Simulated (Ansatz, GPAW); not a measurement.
**How YF (model structure) absorbs and reflects light**

Aim: the dielectric function of YF (model structure), and the optical constants that follow from it. The structure is a model built here, which may or may not match a known phase. It was built so: All Cl replaced by F and La replaced by Y in the R-3m structure of LaCl. The cell is first relaxed with Ansatz.

Main program and level: GPAW 26.7.0; DFT, revPBE, plane-wave PAW (GPAW data sets), scalar-relativistic, RPA, optical limit.

## 1. Starting point

Symmetry: R-3m, No. 166, trigonal system. Conventional cell: a = 3.362 Å, b = 3.362 Å, c = 22.613 Å, α = 90.00°, β = 90.00°, γ = 120.00°. Nearest to Y lie 3 F at 2.39 Å. F has 3 Y at 2.39 Å nearest. All Cl replaced by F and La replaced by Y in the R-3m structure of LaCl. Farther neighbours and most contacts between anions are not listed.

Coordinates:

```cif
data_structure
_symmetry_space_group_name_H-M 'R-3m:H'
_symmetry_Int_Tables_number 166
_cell_length_a 3.3617
_cell_length_b 3.3617
_cell_length_c 22.6126
_cell_angle_alpha 90.000
_cell_angle_beta 90.000
_cell_angle_gamma 120.000
_cell_volume 221.31
loop_
_atom_site_label
_atom_site_type_symbol
_atom_site_symmetry_multiplicity
_atom_site_Wyckoff_symbol
_atom_site_fract_x
_atom_site_fract_y
_atom_site_fract_z
_atom_site_occupancy
Y1 Y 6 c 0.66667 0.33333 0.11232 1
F1 F 6 c 0.33333 0.66667 0.28237 1
```

## 2. Relaxation

Spectra hang on bond lengths, so the cell is first brought to its minimum.

This step: DFT, revPBE, plane-wave PAW, default files, scalar-relativistic, relaxation (Ansatz 0.2.0).

Contents of input.yaml:

```yaml
crystal:
  lattice:
    - [1.68087107, 0.97045136, 7.53754822]
    - [-1.68087107, 0.97045136, 7.53754822]
    - [0.0, -1.94090273, 7.53754822]
  atoms:
    - { symbol: "Y", position: [0.77899, 0.77899, 0.77899] }
    - { symbol: "Y", position: [0.22101, 0.22101, 0.22101] }
    - { symbol: F, position: [0.6157, 0.6157, 0.6157] }
    - { symbol: F, position: [0.3843, 0.3843, 0.3843] }
kpoints:
  mp_grid: { grid: [8, 8, 8] }
scf:
  occupations: { method: fermi_dirac, width: 0.05 }
hamiltonian:
  xc: revpbe
output:
  forces: true
  stress: true
  write_density: true
  write_potential: true
  elf: true
  volumetric_format: npy
relax:
  f_tol: 0.02
  max_steps: 50
  cell: {}
```

Started as:

```
$ ansatz run input.yaml --threads 1 --pin off --max-ram 4096MiB --backend cpu --events-out ev --progress --plain --runs-dir out
```

Numbers of over 12 decimals in the logs are rounded to 6 here.

What it wrote:

```text
basis.fft_grid_basis auto: the FFT boxes are laid along the combinations [[1, -1, 0], [0, 1, 0], [0, -1, 1]] of the cell's own vectors, 3.362, 7.783 and 3.362 Å long. The dense box has 24×54×24 points. Along the cell's own vectors, as sized, it would have 54×54×54, 5.06 times as many. Of the 12 symmetry operations that the crystal satisfies within crystal.symmetry.tolerance (time reversal apart; of a slab, those that [...]
Engine: ansatz 0.2.0, x86_64-unknown-linux-gnu
Pseudopotentials: kind: paw
Pseudopotential: Y, paw, valence charge 11, recommended cutoff 420 eV (normal), Y.paw.azcp
Pseudopotential: F, paw, valence charge 7, recommended cutoff 420 eV (normal), F.paw.azcp
Functional definition: revPBE
  parameter kappa = 1.245
  parameter beta = 0.066725
  exchange = pbe_x(kappa = kappa, mu = beta*pi^2/3)
  correlation = pbe_c(beta = beta)
Crystal: 4 atoms, lattice volume = 73.772 Å³
Basis set: ecut = 420 eV, 1441 PW (Γ), FFT grids on a1−a2, a2, −a2+a3, exchange–correlation on 48×108×48 points (8 copies of the dense FFT grid, shifted against one another)
Bands: 22, of which v1, the nominal top of the filled ones, is band 18 counted from 1 (17 counted from 0)
Symmetry: 12 space group operations
Space group: R-3m (ITA 166), of the structure as read, at distance tolerance 4.2e-5 Å
k-points: 65 of 512
Non-local potential: Y, projectors of the file, l = 0: 3, l = 1: 2, l = 2: 2, l = 3: 1
Non-local potential: F, projectors of the file, l = 0: 2, l = 1: 2, l = 2: 1
PAW form: soft (Blöchl's): semilocal exchange-correlation on the pseudo side does not see the compensation charge
PAW frozen core: Y, regenerated for the run's functional, and the local potential with it (the file was generated under x = pbe(κ = 0.804, μ = 0.219515), c = pbe(β = 0.066725))
PAW frozen core: F, regenerated for the run's functional, and the local potential with it (the file was generated under x = pbe(κ = 0.804, μ = 0.219515), c = pbe(β = 0.066725))
PAW one-centre angular grid: Y, 590 points (default); XC on 64 Gauss nodes
PAW one-centre angular grid: F, 110 points (default); XC on 64 Gauss nodes
Initial density: superposition of atomic densities (neutral atoms: chi_scale 0, normalization atom), corrected by the library's trained network
Initial wavefunctions: pseudopotential atomic-orbital guess
Functional: x = revpbe(κ = 1.245, μ = 0.219515), c = pbe(β = 0.066725)
SCF iter   1: F=—  HF=-9330.011791 eV  |F-HF|=—  |Δ(HF+E_count)|=         —  Δρ=6.77e-3  dr2=3.27e-2  ethr=1.77e-3  ⟨swp⟩=5.7  Hψ=6563  notcnv=0
preconditioner: auto → LDOS  [metal: Δε(μ)=0.007 eV  Ē_g=15.964 eV  σ=0.050 eV  W_gap=0.03  n_scr=16 (ndim 8)  ℏωp=24.5 eV  f_vac=0.080  D(μ)=7.33/eV (n_scr^D=94)  β→1.0]
SCF iter   2: F=—  HF=-9330.012271 eV  |F-HF|=—  |Δ(HF+E_count)|=   4.81e-4  Δρ=3.99e-3  dr2=7.00e-3  ethr=9.09e-5  ⟨swp⟩=2.9  Hψ=3345  notcnv=0
SCF iter   3: F=—  HF=-9330.012635 eV  |F-HF|=—  |Δ(HF+E_count)|=   3.64e-4  Δρ=1.34e-3  dr2=1.73e-3  ethr=1.94e-5  ⟨swp⟩=2.0  Hψ=2728  notcnv=0
SCF iter   4: F=—  HF=-9330.012496 eV  |F-HF|=—  |Δ(HF+E_count)|=   1.39e-4  Δρ=4.85e-4  dr2=3.51e-4  ethr=4.81e-6  ⟨swp⟩=2.0  Hψ=2225  notcnv=0
SCF iter   5: F=—  HF=-9330.012508 eV  |F-HF|=—  |Δ(HF+E_count)|=   1.22e-5  Δρ=1.99e-4  dr2=5.02e-5  ethr=9.75e-7  ⟨swp⟩=2.0  Hψ=1934  notcnv=0
SCF iter   6: F=—  HF=-9330.012518 eV  |F-HF|=—  |Δ(HF+E_count)|=   9.52e-6  Δρ=3.89e-5  dr2=1.57e-6  ethr=1.40e-7  ⟨swp⟩=2.0  Hψ=2185  notcnv=0
SCF iter   7: F=-9330.012518 eV  HF=-9330.012518 eV  |F-HF|=4.93e-8  |Δ(HF+E_count)|=   2.61e-7  Δρ=1.25e-5  dr2=9.45e-8  ethr=2.78e-10  ⟨swp⟩=6.9  Hψ=10746  notcnv=0
SCF 1 converged in 7 iterations: F = -9330.012518 eV  dr2 = 9.45e-8
  greatest PAW one-centre occupation: 0.993 electrons in one spin orbital (limit 2), on the Y atom at site 1 (counted from 0), in its partial waves of l = 0
relax step   1: F+E_penalty+E_count = -9330.01251831 eV  Δ(F+E_penalty+E_count) = +0.000e0 eV  max|allowed force component| = 2.792e0 eV/Å  Δτ_max = 0.0000 Å  P = +11.662 GPa  Ω = 73.772 Å³  (7 SCF iters, dr2 threshold 1.00e-7 eV, accepted)
Crystal: 4 atoms, lattice volume = 80.235 Å³
Basis set: ecut = 420 eV, 1585 PW (Γ), FFT grids on a1−a2, a2, −a2+a3, exchange–correlation on 48×108×48 points (8 copies of the dense FFT grid, shifted against one another)
Initial density: handed on by an earlier stage of this run
Initial wavefunctions: those handed on with the density
SCF iter   1: F=—  HF=-9331.674401 eV  |F-HF|=—  |Δ(HF+E_count)|=         —  Δρ=3.77e-2  dr2=4.47e0  ethr=3.10e-3  ⟨swp⟩=8.2  Hψ=7331  notcnv=0
preconditioner: auto → LDOS  [metal: Δε(μ)=0.005 eV  Ē_g=8.346 eV  σ=0.050 eV  W_gap=0.03  n_scr=22 (ndim 8)  ℏωp=16.6 eV  f_vac=0.067  D(μ)=6.87/eV (n_scr^D=74)  β→1.0]
SCF iter   2: F=—  HF=-9330.863485 eV  |F-HF|=—  |Δ(HF+E_count)|=   8.11e-1  Δρ=2.69e-2  dr2=5.96e-1  ethr=3.10e-3  ⟨swp⟩=3.1  Hψ=3343  notcnv=0
SCF iter   3: F=—  HF=-9330.764178 eV  |F-HF|=—  |Δ(HF+E_count)|=   9.93e-2  Δρ=7.76e-3  dr2=1.27e-1  ethr=1.65e-3  ⟨swp⟩=3.0  Hψ=3011  notcnv=0
SCF iter   4: F=—  HF=-9330.758886 eV  |F-HF|=—  |Δ(HF+E_count)|=   5.29e-3  Δρ=2.61e-3  dr2=2.13e-2  ethr=3.53e-4  ⟨swp⟩=2.7  Hψ=2403  notcnv=0
SCF iter   5: F=—  HF=-9330.758605 eV  |F-HF|=—  |Δ(HF+E_count)|=   2.81e-4  Δρ=1.04e-3  dr2=1.46e-3  ethr=5.93e-5  ⟨swp⟩=2.2  Hψ=2256  notcnv=0
SCF iter   6: F=—  HF=-9330.758877 eV  |F-HF|=—  |Δ(HF+E_count)|=   2.72e-4  Δρ=5.17e-4  dr2=1.06e-4  ethr=4.04e-6  ⟨swp⟩=2.4  Hψ=2238  notcnv=0
SCF iter   7: F=—  HF=-9330.759087 eV  |F-HF|=—  |Δ(HF+E_count)|=   2.10e-4  Δρ=1.86e-4  dr2=1.22e-5  ethr=2.94e-7  ⟨swp⟩=2.0  Hψ=2069  notcnv=0
SCF iter   8: F=—  HF=-9330.759116 eV  |F-HF|=—  |Δ(HF+E_count)|=   2.87e-5  Δρ=8.23e-5  dr2=2.39e-6  ethr=3.40e-8  ⟨swp⟩=2.0  Hψ=2498  notcnv=0
SCF iter   9: F=-9330.759118 eV  HF=-9330.759118 eV  |F-HF|=2.03e-7  |Δ(HF+E_count)|=   2.50e-6  Δρ=1.45e-5  dr2=7.35e-8  ethr=1.11e-9  ⟨swp⟩=6.9  Hψ=9822  notcnv=0
SCF 2 converged in 9 iterations: F = -9330.759118 eV  dr2 = 7.35e-8
relax step   2: F+E_penalty+E_count = -9330.75911824 eV  Δ(F+E_penalty+E_count) = -7.466e-1 eV  max|allowed force component| = 5.211e-1 eV/Å  Δτ_max = 0.1948 Å  P = +6.207 GPa  Ω = 80.235 Å³  energy of the carried Pulay correction = -1.106e-2 eV  (9 SCF iters, dr2 threshold 4.00e-7 eV, accepted)
Crystal: 4 atoms, lattice volume = 82.731 Å³
Basis set: ecut = 420 eV, 1605 PW (Γ), FFT grids on a1−a2, a2, −a2+a3, exchange–correlation on 48×108×48 points (8 copies of the dense FFT grid, shifted against one another)
iter 1 solved again at ethr=4.89e-4 eV; its pass at ethr=3.10e-3 eV (dr2=1.76e-1 eV) is discarded
[...]
relax step  11: F+E_penalty+E_count = -9330.99252073 eV  Δ(F+E_penalty+E_count) = +2.536e-3 eV  max|allowed force component| = 6.028e-2 eV/Å  Δτ_max = 0.0316 Å  P = -0.565 GPa  Ω = 80.258 Å³  energy of the carried Pulay correction = -1.110e-2 eV  (7 SCF iters, dr2 threshold 4.00e-7 eV, rejected (line search))
relax step  12: F+E_penalty+E_count = -9330.99721366 eV  Δ(F+E_penalty+E_count) = -2.157e-3 eV  max|allowed force component| = 1.062e-2 eV/Å  Δτ_max = 0.0163 Å  P = +0.002 GPa  Ω = 79.696 Å³  energy of the carried Pulay correction = -1.017e-2 eV  (10 SCF iters, accepted)
relax step  13: F+E_penalty+E_count = -9330.99670554 eV  Δ(F+E_penalty+E_count) = +5.081e-4 eV  max|allowed force component| = 2.079e-2 eV/Å  Δτ_max = 0.0142 Å  P = -0.002 GPa  Ω = 79.865 Å³  energy of the carried Pulay correction = -1.045e-2 eV  (9 SCF iters, rejected (line search))
relax step  14: F+E_penalty+E_count = -9330.99717931 eV  Δ(F+E_penalty+E_count) = +3.435e-5 eV  max|allowed force component| = 2.628e-4 eV/Å  Δτ_max = 0.0028 Å  P = -0.001 GPa  Ω = 79.731 Å³  energy of the carried Pulay correction = -1.023e-2 eV  (9 SCF iters, accepted)
relax step  15: F+E_penalty+E_count = -9331.07952035 eV  Δ(F+E_penalty+E_count) = -8.234e-2 eV  max|allowed force component| = 6.416e-3 eV/Å  Δτ_max = 0.0000 Å  P = +1.470 GPa  Ω = 79.731 Å³  stress off target by 2.14e0 GPa  SCF on the basis re-selected at this cell (its energy is not comparable with the rows above)  (8 SCF iters)
relax step  16: F+E_penalty+E_count = -9331.08916411 eV  Δ(F+E_penalty+E_count) = -9.644e-3 eV  max|allowed force component| = 3.666e-3 eV/Å  Δτ_max = 0.0117 Å  P = +1.082 GPa  Ω = 80.077 Å³  energy of the carried Pulay correction = -5.328e-4 eV  (6 SCF iters, dr2 threshold 4.00e-7 eV, accepted)
relax step  17: F+E_penalty+E_count = -9331.09711234 eV  Δ(F+E_penalty+E_count) = -7.948e-3 eV  max|allowed force component| = 7.198e-3 eV/Å  Δτ_max = 0.0151 Å  P = +0.380 GPa  Ω = 80.845 Å³  energy of the carried Pulay correction = -1.846e-3 eV  (7 SCF iters, dr2 threshold 4.00e-7 eV, accepted)
relax step  18: F+E_penalty+E_count = -9331.09837843 eV  Δ(F+E_penalty+E_count) = -1.266e-3 eV  max|allowed force component| = 3.003e-2 eV/Å  Δτ_max = 0.0087 Å  P = +0.081 GPa  Ω = 81.196 Å³  energy of the carried Pulay correction = -2.453e-3 eV  (6 SCF iters, dr2 threshold 4.00e-7 eV, accepted)
relax step  19: F+E_penalty+E_count = -9331.09847564 eV  Δ(F+E_penalty+E_count) = -9.721e-5 eV  max|allowed force component| = 2.281e-3 eV/Å  Δτ_max = 0.0028 Å  P = +0.006 GPa  Ω = 81.281 Å³  energy of the carried Pulay correction = -2.628e-3 eV  (6 SCF iters, dr2 threshold 2.37e-7 eV, accepted)
relax step  20: F+E_penalty+E_count = -9331.10270236 eV  Δ(F+E_penalty+E_count) = -4.227e-3 eV  max|allowed force component| = 1.468e-3 eV/Å  Δτ_max = 0.0000 Å  P = +0.056 GPa  Ω = 81.281 Å³  stress off target by 1.24e-1 GPa  SCF on the basis re-selected at this cell (its energy is not comparable with the rows above)  (7 SCF iters)
relax step  21: F+E_penalty+E_count = -9331.10272846 eV  Δ(F+E_penalty+E_count) = -2.610e-5 eV  max|allowed force component| = 1.729e-3 eV/Å  Δτ_max = 0.0025 Å  P = +0.010 GPa  Ω = 81.351 Å³  energy of the carried Pulay correction = -1.047e-4 eV  (6 SCF iters, dr2 threshold 3.83e-8 eV, accepted)
iter 1 solved again at ethr=4.99e-8 eV; its pass at ethr=3.10e-3 eV (dr2=1.79e-5 eV) is discarded
SCF iter   1: F=—  HF=-9331.102713 eV  |F-HF|=—  |Δ(HF+E_count)|=         —  Δρ=1.74e-5  dr2=3.71e-8  ethr=4.99e-8  ⟨swp⟩=3.2  Hψ=10004  notcnv=0
preconditioner: auto → LDOS  [metal: Δε(μ)=0.012 eV  Ē_g=7.435 eV  σ=0.050 eV  W_gap=0.06  n_scr=22 (ndim 8)  ℏωp=16.5 eV  f_vac=0.018  D(μ)=6.80/eV (n_scr^D=92)  β→1.0]
SCF iter   2: F=—  HF=-9331.102861 eV  |F-HF|=—  |Δ(HF+E_count)|=   1.48e-4  Δρ=5.96e-6  dr2=1.03e-8  ethr=1.03e-10  ⟨swp⟩=2.5  Hψ=2876  notcnv=0
SCF iter   3: F=—  HF=-9331.102861 eV  |F-HF|=—  |Δ(HF+E_count)|=   3.24e-8  Δρ=1.98e-6  dr2=1.62e-9  ethr=2.85e-11  ⟨swp⟩=2.0  Hψ=2479  notcnv=0
SCF iter   4: F=—  HF=-9331.102861 eV  |F-HF|=—  |Δ(HF+E_count)|=   4.59e-9  Δρ=4.05e-7  dr2=2.36e-10  ethr=4.51e-12  ⟨swp⟩=2.0  Hψ=2492  notcnv=0
SCF iter   5: F=—  HF=-9331.102861 eV  |F-HF|=—  |Δ(HF+E_count)|=  2.73e-11  Δρ=2.51e-7  dr2=4.78e-11  ethr=1.00e-12  ⟨swp⟩=2.0  Hψ=2322  notcnv=0
SCF iter   6: F=-9331.102861 eV  HF=-9331.102861 eV  |F-HF|=7.28e-12  |Δ(HF+E_count)|=  4.00e-11  Δρ=9.77e-8  dr2=1.53e-11  ethr=1.00e-12  ⟨swp⟩=5.0  Hψ=6219  notcnv=0
SCF 22 converged in 6 iterations: F = -9331.102861 eV  dr2 = 1.53e-11
relax step  22: F+E_penalty+E_count = -9331.10286113 eV  Δ(F+E_penalty+E_count) = -1.327e-4 eV  max|allowed force component| = 1.754e-3 eV/Å  Δτ_max = 0.0000 Å  P = +0.011 GPa  Ω = 81.351 Å³  stress off target by 1.84e-2 GPa  SCF on the basis re-selected at this cell (its energy is not comparable with the rows above)  (6 SCF iters)
basis re-selected at this cell: Δ(F+E_penalty+E_count) = -1.327e-4 eV, ΔP = +0.001 GPa vs the last step (what re-selecting the basis moved, of the pressure what is left beyond the Pulay correction that the steps carried, after the strain that the cell walked since its last selection, with what the two solves' SCF thresholds leave and, on support functions, any second-order correction that the steps lacked; it is no m [...]
SCF converged after 6 iterations
Free energy (F): -9331.102861 eV
Harris-Foulkes:  -9331.102861 eV  (|F-HF|=7.28e-12)
Internal energy: -9331.050127 eV  (E = F + TS)
E sigma→0 (E₀):  -9331.076494 eV
Entropy (-TS):   -0.052734 eV (-13.183 meV/atom)
Fermi energy:    9.535229 eV
--- Per-component energies (eV) ---
  E_band       = -305.853077
  E_kinetic    = 1021.904232
  E_local      = -2578.648059  (includes V_loc(G=0)·N_el)
  E_nonlocal   = 242.909405
  E_hartree    = 923.409616
  E_xc         = -507.667636
  E_vxc        = -602.898533  (∫ρ·V_xc dr)
  E_paw        = -6062.396020  (= ΣΔE_a)
  E_vpaw       = -235.943463  (= ΣTr[D̂ρ^β])
  E_aug_tail   = 0.004152  (compensation charges beyond the density's cutoff)
  E_ewald      = -2370.429061
  E_core_change = -0.136757  (= ΣΔE_core)
  E_smearing   = -0.052734  (= −TS)
  E_closure    = 0.000000  (closes the sum)
  Σ components = -9331.102861   (vs F -9331.102861, Δ=0.00e0)
--- Forces (eV/Å), atoms counted from 1 ---
  atom   1  Y      0.00000000    -0.00000000     0.00139653
  atom   2  Y     -0.00000000     0.00000000    -0.00139653
  atom   3  F     -0.00000000    -0.00000000     0.00175443
  atom   4  F      0.00000000     0.00000000    -0.00175443
  max |Σ_I F_I| component: 2.31e-18 eV/Å
--- Stress (GPa, compression-positive) ---
        0.018383       0.000000       0.000000
        0.000000       0.018383       0.000000
        0.000000       0.000000      -0.003402
  P = ⅓ Tr σ = 0.0111 GPa (0.111 kbar)
--- Band table (eV; the first three rows and the last of 65) ---
  k-point 0: bands = [... 14 lower, 2.4858, 2.4858, 6.6825, 9.2287, 11.4359, 11.4359, 11.7046, 12.0294]
  k-point 1: bands = [... 14 lower, 2.5402, 2.5428, 6.9848, 9.3264, 10.8002, 11.4578, 11.7949, 12.0703]
  k-point 2: bands = [... 14 lower, 2.6408, 2.6575, 7.6740, 9.5237, 10.0886, 11.3776, 11.5270, 12.2739]
  k-point 64: bands = [... 14 lower, 2.4778, 2.4778, 7.3899, 8.8697, 11.2690, 11.2690, 11.5474, 12.0496]
--- Relaxed structure (19 steps of the walk, 16 accepted, 3 SCFs on fresh bases) ---
  F+E_penalty+E_count = -9331.10286113 eV   max|allowed force component| = 1.754e-3 eV/Å   (the final SCF, on the basis selected at the relaxed cell)
  cell:  # Å, volume = 81.3514 Å³
    - [1.893318, 1.093108, 6.551296]
    - [-1.893318, 1.093108, 6.551296]
    - [0, -2.186215, 6.551296]
  atoms:
    - { symbol: Y, position: [0.760192, 0.760192, 0.760192] }
    - { symbol: Y, position: [0.239808, 0.239808, 0.239808] }
    - { symbol: F, position: [0.628150, 0.628150, 0.628150] }
    - { symbol: F, position: [0.371850, 0.371850, 0.371850] }
```

Elapsed: 82 s, on 1 thread of Intel Xeon 6975P-C (Granite Rapids), shared host; peak memory 0.47 GiB.

The steps of the relaxation:

```
step  energy less that of the first step (eV)  largest force component (eV/Å)  pressure (GPa)  volume (Å³)
   1                                   0.0000                          2.7923           11.66        73.77
   2                                  -0.7466                          0.5211            6.21        80.23
   3                                  -0.8109                          0.4530            5.22        82.73
   4                                  -0.8907                          0.1182           -1.56        90.37
   5                                  -0.9222                          0.0750           -0.06        87.35
   6                                  -0.9290                          0.0775            0.02        86.57
   7                                  -0.9540                          0.0632            0.37        82.99
   8                                  -0.9618                          0.4393            0.14        80.48
   9                                  -0.9663                          0.0350            2.30        77.22
  10                                  -0.9825                          0.1034           -0.09        79.65
  11                                  -0.9800                          0.0603           -0.57        80.26
  12                                  -0.9847                          0.0106            0.00        79.70
  13                                  -0.9842                          0.0208            0.00        79.86
  14                                  -0.9847                          0.0003            0.00        79.73
 15*                                  -1.0670                          0.0064            1.47        79.73
  16                                  -1.0766                          0.0037            1.08        80.08
  17                                  -1.0846                          0.0072            0.38        80.85
  18                                  -1.0859                          0.0300            0.08        81.20
  19                                  -1.0860                          0.0023            0.01        81.28
 20*                                  -1.0902                          0.0015            0.06        81.28
  21                                  -1.0902                          0.0017            0.01        81.35
 22*                                  -1.0903                          0.0018            0.01        81.35
```

Relaxation steps marked * repeat the geometry before them on a plane-wave basis chosen anew for their cell, so energy and pressure can jump there. Relaxation steps 9, 11, 13 were tried and not accepted.

Forces are held to the 12 operations that the run works with; a distortion that breaks them can't arise in this run.

```
     cell as run  before  after   change
           a (Å)   7.783  6.906  -11.3 %
           b (Å)   7.783  6.906  -11.3 %
           c (Å)   7.783  6.906  -11.3 %
           α (°)   24.94  31.82  +27.6 %
           β (°)   24.94  31.82  +27.6 %
           γ (°)   24.94  31.82  +27.6 %
volume (Å³/atom)   18.44  20.34  +10.3 %
```

The atoms that moved most (Å, as changes of fractional coordinates times the final cell):

```
atom     dx     dy      dz  length
  Y1  0.000  0.000  -0.369   0.369
  Y2  0.000  0.000   0.369   0.369
  F3  0.000  0.000   0.245   0.245
  F4  0.000  0.000  -0.245   0.245
```

Final coordinates:

```
Y F
1.0
     1.89332    1.09311    6.55130
    -1.89332    1.09311    6.55130
     0.00000   -2.18622    6.55130
Y F
2 2
Direct
  0.76019 0.76019 0.76019
  0.23981 0.23981 0.23981
  0.62815 0.62815 0.62815
  0.37185 0.37185 0.37185
```

The relaxation ends with a largest force component of 0.0018 eV/Å and a pressure of 0.01 GPa.

[end of part 1 of 3]

[Machine, clock and banner lines and Python warnings are left out of the logs.]

[Logs are printed without paths, hosts, clocks, repeated set-up lines and the standing remarks that a program may print on its own settings, such as how far it seeks lower states.]

[Hosts, paths, dates, database ids (printed as entryN), source tags and the programs' standing remarks are cut or masked in the printed files.]
